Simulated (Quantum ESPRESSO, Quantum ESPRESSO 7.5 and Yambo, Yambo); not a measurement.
# CdTe (F-43m): G0W0 with and without spin-orbit coupling

Wanted: the effect of spin-orbit coupling on the quasiparticle gap of CdTe (F-43m).

Program: Quantum ESPRESSO 7.5 and Yambo 5.3.0. Level of theory: PBE and many-body steps on it, plane waves. Results are calculated unless marked as measured.

This is a report of a sequence of runs, with most program output left out.

The database entry behind the starting cell differs from later determinations by our own check (an axis about 1.1 % short against later determinations), so it need not match the best structure at ambient conditions.

## Step 1: Starting point

The structure is cubic, space group F-43m (No. 216). The conventional cell has a = 6.410 Å, b = 6.410 Å, c = 6.410 Å, α = 90.00°, β = 90.00°, γ = 90.00°. Nearest to Cd lie 4 Te at 2.78 Å. Nearest to Te lie 4 Cd at 2.78 Å. Farther neighbours and most contacts between anions are not listed.

Structure file:

```cif
data_structure
_symmetry_space_group_name_H-M 'F-43m'
_symmetry_Int_Tables_number 216
_cell_length_a 6.4100
_cell_length_b 6.4100
_cell_length_c 6.4100
_cell_angle_alpha 90.000
_cell_angle_beta 90.000
_cell_angle_gamma 90.000
_cell_volume 263.37
loop_
_atom_site_label
_atom_site_type_symbol
_atom_site_symmetry_multiplicity
_atom_site_Wyckoff_symbol
_atom_site_fract_x
_atom_site_fract_y
_atom_site_fract_z
_atom_site_occupancy
Cd1 Cd 4 a 0.00000 0.00000 0.00000 1
Te1 Te 4 d 0.25000 0.25000 0.75000 1
```

The cell and positions come from the Crystallography Open Database and are kept as given unless a step says otherwise. Spin-orbit coupling is left out unless a step names it.

## Step 2: Empty states on the mesh, 4×4×4 mesh, 134 bands

This step: Quantum ESPRESSO 7.5; DFT, PBE, plane waves, norm-conserving pseudopotentials.

The sums over transitions need many empty states on a uniform mesh; this step solves for them.

Input file pw.in:

```
&control
  calculation = 'nscf'
  prefix = 'x'
  outdir = 'o'
  pseudo_dir = 'pseudo'
/
&system
  ibrav = 0
  nat = 2
  ntyp = 2
  ecutwfc = 94.0
  nbnd = 134
  force_symmorphic = .true.
/
&electrons
  conv_thr = 1e-9
  electron_maxstep = 80
  diago_full_acc = .true.
  diago_thr_init = 5e-6
/
ATOMIC_SPECIES
  Cd 112.41 Cd.upf
  Te 127.6 Te.upf
CELL_PARAMETERS angstrom
  -0.0000000000 3.2050000000 3.2050000000
  3.2050000000 -0.0000000000 3.2050000000
  3.2050000000 3.2050000000 -0.0000000000
ATOMIC_POSITIONS crystal
  Cd 0.0000000000 0.0000000000 0.0000000000
  Te 0.2500000000 0.2500000000 0.2500000000
K_POINTS automatic
  4 4 4 0 0 0
```

Command:

```sh
> OMP_NUM_THREADS=1 mpirun -n 4 pw.x -nk 4 -in pw.in > pw.out
```

Elapsed: 22 s, on 4 MPI ranks of Arm Neoverse V1, shared host; peak memory 0.54 GiB.

This step gave:

```
gap                                                           : 0.8701 eV
k of the valence top                                          : 0, 0, 0
k of the conduction bottom                                    : 0, 0, 0
least direct gap                                              : 0.8701 eV
k points computed                                             : 8
lowest point of the top converged band, above the valence top : 71.0536 eV
```

On this mesh the gap is 0.870 eV.

The density comes from a self-consistent run that is not shown.

## Step 3: Conversion and set-up

This step: Yambo 5.3.0; conversion and set-up on PBE, plane waves, norm-conserving pseudopotentials.

The states are converted to the many-body program's format and the q mesh is built.

Command:

```sh
> (cd o/x.save; p2y > p2y.log; mv SAVE ../..); yambo > setup.log
```

Elapsed: 3.5 s, on 1 MPI rank; peak memory 0.26 GiB.

## Step 4: Scalar-relativistic

Now the one-shot GW correction: screening in the RPA, then the self-energy of the levels asked for.

This step: G0W0 on PBE, plane waves, norm-conserving pseudopotentials.

Input file gw1.in:

```
HF_and_locXC
gw0
dyson
ppa
em1d
rim_cut
RandQpts= 1000000
RandGvec= 1 RL
EXXRLvcs= 94 Ry
VXCRLvcs= 376 Ry
Chimod= "HARTREE"
% BndsRnXp
 1 | 134 |
%
NGsBlkXp= 11.5 Ry
% LongDrXp
 1 | 1 | 1 |
%
% GbndRnge
 1 | 134 |
%
DysSolver= "n"
ExtendOut
PPAPntXp= 27.21138 eV
% QPkrange
 1 | 1 | 21 | 24 |
%
```

Command:

```sh
> OMP_NUM_THREADS=1 mpirun -n 4 yambo -F gw1.in -J gw1 -C gw1 > gw1.log
```

Wall time 4.3 min (4 MPI ranks); peak memory 2.4 GiB.

This step gave:

- G0W0 gap on the points computed: 1.657 eV
- starting gap on the mesh: 0.8701 eV
- k of the valence top: 0, 0, 0
- k of the conduction bottom: 0, 0, 0
- least direct G0W0 gap on the computed points: 1.657 eV
- Z at the valence top: 0.8020
- Z at the conduction bottom: 0.8134

The gap on the mesh goes from 0.87 eV to 1.66 eV, a correction of +0.79 eV.

## Step 5: Empty states on the mesh, 4×4×4 mesh, 268 bands

This step: Quantum ESPRESSO 7.5; DFT, PBE with spin-orbit coupling, plane waves, norm-conserving pseudopotentials.

Changes to pw.in since step 2:

```diff
@@ -11,4 +11,6 @@
   ecutwfc = 94.0
-  nbnd = 134
+  nbnd = 268
   force_symmorphic = .true.
+  noncolin = .true.
+  lspinorb = .true.
 /
```

Command:

```sh
> OMP_NUM_THREADS=1 mpirun -n 4 pw.x -nk 4 -in pw.in > pw.out
```

The job ended after 2.1 min (4 MPI ranks; peak memory 1.5 GiB; 8.4 min of CPU time).

This step gave:

```
gap                                                           : 0.6017 eV
k of the valence top                                          : 0, 0, 0
k of the conduction bottom                                    : 0, 0, 0
least direct gap                                              : 0.6017 eV
k points computed                                             : 8
lowest point of the top converged band, above the valence top : 72.4464 eV
```

On this mesh the gap is 0.602 eV.

The density comes from a self-consistent run that is not shown, made with spin-orbit coupling and fully relativistic files.

## Step 6: Conversion and set-up

This step: Yambo 5.3.0; conversion and set-up on PBE with spin-orbit coupling, plane waves, norm-conserving pseudopotentials.

Command:

```sh
> (cd o/x.save; p2y > p2y.log; mv SAVE ../..); yambo > setup.log
```

Wall time 4.2 s (1 MPI rank); peak memory 0.26 GiB.

## Step 7: With spin-orbit coupling

This step: G0W0 on PBE with spin-orbit coupling, plane waves, norm-conserving pseudopotentials.

Input file gw4.in:

```
HF_and_locXC
gw0
dyson
ppa
em1d
rim_cut
RandQpts= 1000000
RandGvec= 1 RL
EXXRLvcs= 94 Ry
VXCRLvcs= 376 Ry
Chimod= "HARTREE"
% BndsRnXp
 1 | 268 |
%
NGsBlkXp= 11.5 Ry
% LongDrXp
 1 | 1 | 1 |
%
% GbndRnge
 1 | 268 |
%
DysSolver= "n"
ExtendOut
PPAPntXp= 27.21138 eV
% QPkrange
 1 | 1 | 41 | 48 |
%
```

Command:

```sh
> OMP_NUM_THREADS=1 mpirun -n 4 yambo -F gw4.in -J gw4 -C gw4 > gw4.log
```

It took 22 min on 4 MPI ranks; peak memory 5.7 GiB.

This step gave:

```
G0W0 gap on the points computed              : 1.344 eV
starting gap on the mesh                     : 0.6017 eV
k of the valence top                         : 0, 0, 0
k of the conduction bottom                   : 0, 0, 0
least direct G0W0 gap on the computed points : 1.344 eV
Z at the valence top                         : 0.8019
Z at the conduction bottom                   : 0.8118
```

Against G0W0 in Yambo (4×4×4 mesh, 134 bands, screening to 156.5 eV, Godby-Needs plasmon pole), the gap moves by −0.313 eV.

## Step 8: The runs together

Times are wall times on 4 MPI ranks of Arm Neoverse V1, shared host, good to a factor of about two.

```tsv
run	mesh	bands	screening cutoff (eV)	DFT gap (eV)	gap on the mesh (eV)	direct (eV)	time
scalar-relativistic	4×4×4	134	156.5	0.870	1.657	1.657	4.3 min
with spin-orbit coupling	4×4×4	268	156.5	0.602	1.344	1.344	22 min
```

## Step 9: What came out

```json
{
  "scalar-relativistic": "1.657 eV",
  "with spin-orbit coupling": "1.344 eV",
  "known limits": "not at the basis limit; no spin-orbit coupling in some runs; coarse k mesh"
}
```

**Reading.** With spin-orbit coupling: −0.313 eV against scalar-relativistic, −0.268 eV of it in the start. Bands and cutoff are finite, so the gap is not at the basis limit. The miss can reach some tenths of an eV and take either sign; the mesh is an error of its own. In the G0W0 runs levels were corrected at 1 k point alone, so a gap called «on the mesh» is the least over those, and an edge elsewhere would be missed. The 4×4×4 mesh is coarse for this cell, which bears on the long-range parts of exchange and screening.

[Paths, hosts, dates, memory and timing lines, banners, echoed tables and standing remarks are left out of the program output.]

[Logs are printed without paths, hosts, clocks, repeated set-up lines and the standing remarks that a program may print on its own settings, such as how far it seeks lower states.]

[Runs of the session that timed out or met a known fault of the program may be left out.]

[Hosts, paths, dates, database ids (printed as entryN), source tags and the programs' standing remarks are cut or masked in the printed files.]
